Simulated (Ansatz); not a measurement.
Consider KCoF3 (cubic perovskite) (Pm-3m).

```cif
data_structure
_symmetry_space_group_name_H-M 'P 1'
_symmetry_Int_Tables_number 1
_cell_length_a 3.8552
_cell_length_b 3.8552
_cell_length_c 3.8552
_cell_angle_alpha 90.000
_cell_angle_beta 90.000
_cell_angle_gamma 90.000
_cell_volume 57.30
loop_
_atom_site_label
_atom_site_type_symbol
_atom_site_fract_x
_atom_site_fract_y
_atom_site_fract_z
_atom_site_occupancy
K1 K 0.00000 0.00000 0.00000 1
Co2 Co 0.50000 0.50000 0.50000 1
F3 F 0.50000 0.50000 0.00000 1
F4 F 0.50000 0.00000 0.50000 1
F5 F 0.00000 0.50000 0.50000 1
```

The structure was relaxed with LDA. The structure type comes from a generator and need not be one that this composition takes. The structure was generated from a model, not taken from a measurement. The runs that relaxed it are not among those shown. The program's search for lower electronic states was switched off, so nothing shows that the state found is the lowest. PAW set soft_2, made with PBE.

A constrained-RPA run (Ansatz 0.2.0; non-magnetic LDA; Co d, bands v4 to c1, 6×6×6 mesh, medium accuracy) builds 5 functions on bands 2.9 eV wide, with 7.0 electrons in the window. The bare on-site interaction is 22.6 eV and the bare J 0.76 eV.

Estimate U, U′ and J.

On the Co d shell, U = 7.67 eV (34 % of the bare value), U′ = 6.42 eV, J = 0.63 eV.

The parent state is non-magnetic and the interaction static (zero frequency); U depends on the window and the orbitals, so it belongs to this model alone.

[Paths, hosts, dates, memory and timing lines, banners, echoed tables and standing remarks are left out of the program output.]

[Logs are printed without paths, hosts, clocks, repeated set-up lines and the standing remarks that a program may print on its own settings, such as how far it seeks lower states.]

[Runs of the session that timed out or met a known fault of the program may be left out.]

[Hosts, paths, dates, database ids (printed as entryN), source tags and the programs' standing remarks are cut or masked in the printed files.]
